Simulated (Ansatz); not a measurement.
**How ZnSe (Stilleite) absorbs and reflects light**

What colour and refractive index does ZnSe (Stilleite) have at this level of theory?

Program: Ansatz 0.2.0. Level of theory: DFT, PBE, plane-wave PAW, default files, scalar-relativistic, independent-particle optical response without local fields. Results are calculated unless marked as measured.

**1. Set-up**

The structure is cubic, space group F-43m (No. 216). Conventional cell: a = 5.668 Å, b = 5.668 Å, c = 5.668 Å, α = 90.00°, β = 90.00°, γ = 90.00°. Nearest to Se lie 4 Zn at 2.45 Å. Nearest to Zn lie 4 Se at 2.45 Å. Farther neighbours and most contacts between anions are not listed.

**2. Ground state and bands**

First the ground state: is it a metal or has it a gap?

This step: DFT, PBE, plane-wave PAW, default files, scalar-relativistic, ground state (Ansatz 0.2.0).

Input file input.yaml:

```yaml
crystal:
  lattice:
    - [0.0, 2.8338, 2.8338]
    - [2.8338, 0.0, 2.8338]
    - [2.8338, 2.8338, 0.0]
  atoms:
    - { symbol: Se, position: [0.75, 0.75, 0.75] }
    - { symbol: Zn, position: [0.0, 0.0, 0.0] }
kpoints:
  mp_grid: { grid: [7, 7, 7] }
  band_path:
    path:
      - [[0.0, 0.0, 0.0], [0.5, 0.0, 0.5], [0.5, 0.25, 0.75], [0.375, 0.375, 0.75], [0.0, 0.0, 0.0], [0.5, 0.5, 0.5], [0.625, 0.25, 0.625], [0.5, 0.25, 0.75], [0.5, 0.5, 0.5], [0.375, 0.375, 0.75]]
      - [[0.625, 0.25, 0.625], [0.5, 0.0, 0.5]]
    npoints: 6
scf:
  occupations: { method: fermi_dirac, width: 0.05 }
  n_extra_bands: 6
hamiltonian:
  xc: pbe
  pseudopotentials: { kind: paw }
output:
  forces: true
  stress: true
  populations: true
  write_bands: true
  write_density: true
  write_potential: true
  elf: true
  volumetric_format: npy
```

Started as:

```bash
$ ansatz run input.yaml --threads 4 --pin off --max-ram 8192MiB --backend cpu --events-out ev --progress --plain --runs-dir out
```

Numbers of over 12 decimals in the logs are rounded to 6 here.

Log:

```text
scf.n_extra_bands = 6 over 14 filled bands (N_el = 28.0): the run solves 20 bands
Engine: ansatz 0.2.0, x86_64-unknown-linux-gnu
Pseudopotentials: kind: paw
Pseudopotential: Se, paw, valence charge 16, recommended cutoff 420 eV (normal), Se.paw.azcp
Pseudopotential: Zn, paw, valence charge 12, recommended cutoff 420 eV (normal), Zn.paw.azcp
Functional definition: PBE
  parameter kappa = 0.804
  parameter beta = 0.066725
  exchange = pbe_x(kappa = kappa, mu = beta*pi^2/3)
  correlation = pbe_c(beta = beta)
Crystal: 2 atoms, lattice volume = 45.513 Å³
Basis set: ecut = 420 eV, 893 PW (Γ), exchange–correlation on 54×54×54 points (8 copies of the dense FFT grid, shifted against one another)
Bands: 20, of which v1, the nominal top of the filled ones, is band 14 counted from 1 (13 counted from 0)
Symmetry: 24 space group operations
Space group: F-43m (ITA 216), of the structure as read, at distance tolerance 3.6e-5 Å
k-points: 20 of 343 (time reversal used)
Non-local potential: Se, projectors of the file, l = 0: 2, l = 1: 2, l = 2: 3, l = 3: 1
Non-local potential: Zn, projectors of the file, l = 0: 2, l = 1: 2, l = 2: 3, l = 3: 1
PAW form: soft (Blöchl's): semilocal exchange-correlation on the pseudo side does not see the compensation charge
PAW one-centre angular grid: Se, 590 points (default); XC on 64 Gauss nodes
PAW one-centre angular grid: Zn, 590 points (default); XC on 64 Gauss nodes
Initial density: superposition of atomic densities (neutral atoms: chi_scale 0, normalization atom), corrected by the library's trained network
Initial wavefunctions: pseudopotential atomic-orbital guess
Functional: x = pbe(κ = 0.804, μ = 0.219515), c = pbe(β = 0.066725)
SCF iter   1: F=—  HF=-8789.525099 eV  |F-HF|=—  |Δ(HF+E_count)|=         —  Δρ=7.46e-4  dr2=3.72e-4  ethr=1.77e-3  ⟨swp⟩=5.7  Hψ=1982  notcnv=0  defer=1
preconditioner: auto → none  [insulator: Δε(μ)=1.281 eV  Ē_g=13.616 eV  σ=0.050 eV  W_gap=1.00  n_scr=14 (ndim 8)  ℏωp=23.4 eV  f_vac=0.121  D(μ)=0.00/eV (n_scr^D=0)  ε∞_Penn≈3.9]
SCF iter   2: F=—  HF=-8789.524952 eV  |F-HF|=—  |Δ(HF+E_count)|=   1.47e-4  Δρ=4.41e-4  dr2=4.68e-5  ethr=1.33e-6  ⟨swp⟩=2.0  Hψ=836  notcnv=0  defer=8
SCF iter   3: F=—  HF=-8789.524963 eV  |F-HF|=—  |Δ(HF+E_count)|=   1.18e-5  Δρ=1.83e-4  dr2=8.51e-6  ethr=1.67e-7  ⟨swp⟩=2.0  Hψ=547  notcnv=0  defer=8
SCF iter   4: F=—  HF=-8789.524964 eV  |F-HF|=—  |Δ(HF+E_count)|=   9.36e-7  Δρ=7.59e-5  dr2=9.40e-7  ethr=3.04e-8  ⟨swp⟩=2.0  Hψ=530  notcnv=0  defer=8
SCF iter   5: F=—  HF=-8789.524968 eV  |F-HF|=—  |Δ(HF+E_count)|=   3.42e-6  Δρ=1.95e-5  dr2=2.26e-7  ethr=3.36e-9  ⟨swp⟩=2.0  Hψ=650  notcnv=0  defer=8
SCF iter   6: F=-8789.524968 eV  HF=-8789.524968 eV  |F-HF|=1.10e-8  |Δ(HF+E_count)|=   1.06e-7  Δρ=3.67e-6  dr2=4.55e-9  ethr=3.57e-10  ⟨swp⟩=11.2  Hψ=3138  notcnv=0
SCF 1 converged in 6 iterations: F = -8789.524968 eV  dr2 = 4.55e-9
  greatest PAW one-centre occupation: 1.000 electrons in one spin orbital (limit 2), on the Se atom at site 0 (counted from 0), in its partial waves of l = 2
NSCF: frozen V_eff on 62 k-points
SCF converged after 6 iterations
Free energy (F): -8789.524968 eV
Harris-Foulkes:  -8789.524968 eV  (|F-HF|=1.10e-8)
Internal energy: -8789.524968 eV  (E = F + TS)
E sigma→0 (E₀):  -8789.524968 eV
Entropy (-TS):   -0.000000 eV (-0.000 meV/atom)
Fermi energy:    7.453785 eV
--- Per-component energies (eV) ---
  E_band       = -381.409002
  E_kinetic    = 250.152173
  E_local      = -4390.952725  (includes V_loc(G=0)·N_el)
  E_nonlocal   = 18.354672
  E_hartree    = 2034.716426
  E_xc         = -241.518042
  E_vxc        = -150.311543  (∫ρ·V_xc dr)
  E_paw        = -3739.333739  (= ΣΔE_a)
  E_vpaw       = -178.084174  (= ΣTr[D̂ρ^β])
  E_aug_tail   = -0.000889  (compensation charges beyond the density's cutoff)
  E_ewald      = -2720.942845
  E_smearing   = -0.000000  (= −TS)
  E_closure    = 0.000000  (closes the sum)
  Σ components = -8789.524968   (vs F -8789.524968, Δ=0.00e0)
--- Forces (eV/Å), atoms counted from 1 ---
  atom   1  Se     0.00000000     0.00000000    -0.00000000
  atom   2  Zn    -0.00000000     0.00000000     0.00000000
  max |Σ_I F_I| component: 1.53e-16 eV/Å
--- Stress (GPa, compression-positive) ---
        2.108643       0.000000      -0.000000
       -0.000000       2.108643       0.000000
       -0.000000       0.000000       2.108643
  P = ⅓ Tr σ = 2.1086 GPa (21.086 kbar)
--- Band table (eV; the first three rows and the last of 20) ---
  k-point 0: bands = [... 10 lower, 0.6112, 6.7794, 6.7794, 6.7794, 8.0671, 12.5895, 12.5895, 12.5895, ... 2 higher]
  k-point 1: bands = [... 10 lower, 0.6095, 5.2116, 6.5863, 6.5863, 9.1861, 12.5654, 12.9064, 12.9064, ... 2 higher]
  k-point 2: bands = [... 10 lower, 0.6134, 3.2817, 6.2101, 6.2101, 9.5137, 13.2614, 13.2614, 13.7637, ... 2 higher]
  k-point 19: bands = [... 10 lower, 0.8884, 2.0957, 3.7548, 4.6309, 11.3979, 12.6818, 14.1020, 15.0718, ... 2 higher]
--- Löwdin populations: 2 sites ---
  site symbol       q [e]
     0     Se     17.0402
     1     Zn     10.7632
  spilling = 0.007020 (of n_electrons = 28.000000)
```

It took 3 s on 4 threads of Intel Xeon Platinum 8488C (Sapphire Rapids), shared host; peak memory 0.44 GiB; 4.2 s of CPU time.

The column dr2 measures how far the density is from self-consistency, as an energy; F and HF (Harris–Foulkes) agree once it is small.

Read-outs, printed or worked out from the files:

```
free energy                  : -8789.5250 eV
Fermi energy                 : 7.454 eV
gap by band count            : 1.288 eV
electrons                    : 28
symmetry operations          : 24
pressure                     : 2.109 GPa
volume                       : 45.51 Å³
gap on the path              : 1.288 eV
least direct gap on the path : 1.288 eV
```

There is a gap, 1.29 eV on the path, so no carriers' term is needed. The cell is left with a pressure of 2.1 GPa, as it stands unrelaxed at this level.

Electronic bands along the path, in eV, zero at the Fermi level; v1 is the highest filled band, c1 the lowest empty one:

```
    point     v4     v3     v2     v1    c1    c2     c3     c4
        Γ  -6.84  -0.67  -0.67  -0.67  0.61  5.14   5.14   5.14
  halfway  -6.82  -3.55  -1.92  -1.92  3.25  3.35   7.36   7.36
        X  -6.66  -5.42  -2.86  -2.86  2.31  2.79  10.05  10.58
  halfway  -6.60  -5.39  -3.16  -3.11  3.20  3.62   8.54   8.63
        W  -6.54  -5.36  -3.44  -3.34  4.81  4.88   6.29   7.04
  halfway  -6.56  -5.37  -3.66  -2.84  3.65  4.95   7.18   7.75
        K  -6.58  -5.39  -3.76  -2.47  2.91  4.92   8.37   8.60
  halfway  -6.82  -4.01  -2.41  -1.17  3.12  5.29   5.99   6.01
        Γ  -6.84  -0.67  -0.67  -0.67  0.61  5.14   5.14   5.14
  halfway  -6.84  -3.72  -1.15  -1.15  2.07  5.77   5.77   5.89
        L  -6.68  -5.90  -1.54  -1.54  1.87  5.71   5.71   7.89
  halfway  -6.64  -5.64  -2.89  -1.92  3.10  5.16   6.73   7.67
        U  -6.58  -5.39  -3.76  -2.47  2.91  4.92   8.37   8.60
  halfway  -6.56  -5.37  -3.66  -2.84  3.65  4.95   7.18   7.75
        W  -6.54  -5.36  -3.44  -3.34  4.81  4.88   6.29   7.04
  halfway  -6.63  -5.57  -3.08  -2.14  3.56  4.88   6.74   8.00
        L  -6.68  -5.90  -1.54  -1.54  1.87  5.71   5.71   7.89
  halfway  -6.64  -5.64  -2.89  -1.92  3.10  5.16   6.73   7.67
        K  -6.58  -5.39  -3.76  -2.47  2.91  4.92   8.37   8.60
jump to U  -6.58  -5.39  -3.76  -2.47  2.91  4.92   8.37   8.60
  halfway  -6.63  -5.41  -3.24  -2.76  2.58  3.38   9.29   9.83
        X  -6.66  -5.42  -2.86  -2.86  2.31  2.79  10.05  10.58
```

Electrostatic potential energy in the ac plane of a cell with a along [110], b along [-110] and c along [001] of the cube at fractional y = 0.000, with atoms of Se and Zn within 0.2 Å of it. With pseudopotentials it is smooth inside the atoms' cores, unlike the true potential.

Ten even steps from '_' (-30 eV) to '@' (12 eV), each cell a mean:
```
__..++%%@@@@@@@@##::____..++%%@@@@@@@@##::__
::==##@@@@@@@@@@%%**::::==##@@@@@@@@@@%%**::
##%%@@@@@@@@@@@@@@%%####%%@@@@@@@@@@@@@@%%##
@@@@@@@@@@@@@@@@@@@@@@@@@@@@@@@@@@@@@@@@@@@@
@@@@@@@@@@@@@@@@@@@@@@@@@@@@@@@@@@@@@@@@@@@@
@@@@@@@@@@@@@@@@@@@@@@@@@@@@@@@@@@@@@@@@@@@@
@@@@@@@@@@@@@@@@@@@@@@@@@@@@@@@@@@@@@@@@@@@@
@@@@@@@@@@@@@@@@@@@@@@@@@@@@@@@@@@@@@@@@@@@@
@@@@@@%%##****%%@@@@@@@@@@@@%%##****%%@@@@@@
@@@@@@**==++==++%%@@@@@@@@@@**==++==++%%@@@@
@@@@%%==++##**==##@@@@@@@@%%==++##**==##@@@@
%%@@%%==++##**==**%%@@%%@@%%==++##**==**%%@@
++**%%**==++==++####++++**%%**==++==++####++
__::**%%##++**####==..__::**%%##++**####==..
____==%%@@@@@@%%##::______==%%@@@@@@%%##::__
```

Valence density in the ac plane of a cell with a along [110], b along [-110] and c along [001] of the cube at fractional y = 0.000, with atoms of Se and Zn within 0.2 Å of it. It is the smooth field of the valence electrons, not physical close to the nuclei.

Ten steps, logarithmic in the rise over the least value, from '0' (0 e/Å³) to '9' (30 e/Å³), each cell a mean:
```
8520000013785200000137
4210000002342100000023
1100000000111000000001
0000000000000000000000
0000000000000000000000
0000000000000000000000
0000000000000000000000
0000011000000000110000
0001122100000011221000
0012455210000124552100
0013698421000136984210
0113798421001137984210
2112465321221124653212
6421222212564212222125
9621111114896211111148
```

(Part 1 of 2 ends here.)

[Logs are printed without paths, hosts, clocks, repeated set-up lines and the standing remarks that a program may print on its own settings, such as how far it seeks lower states.]

[Hosts, paths, dates, database ids (printed as entryN), source tags and the programs' standing remarks are cut or masked in the printed files.]
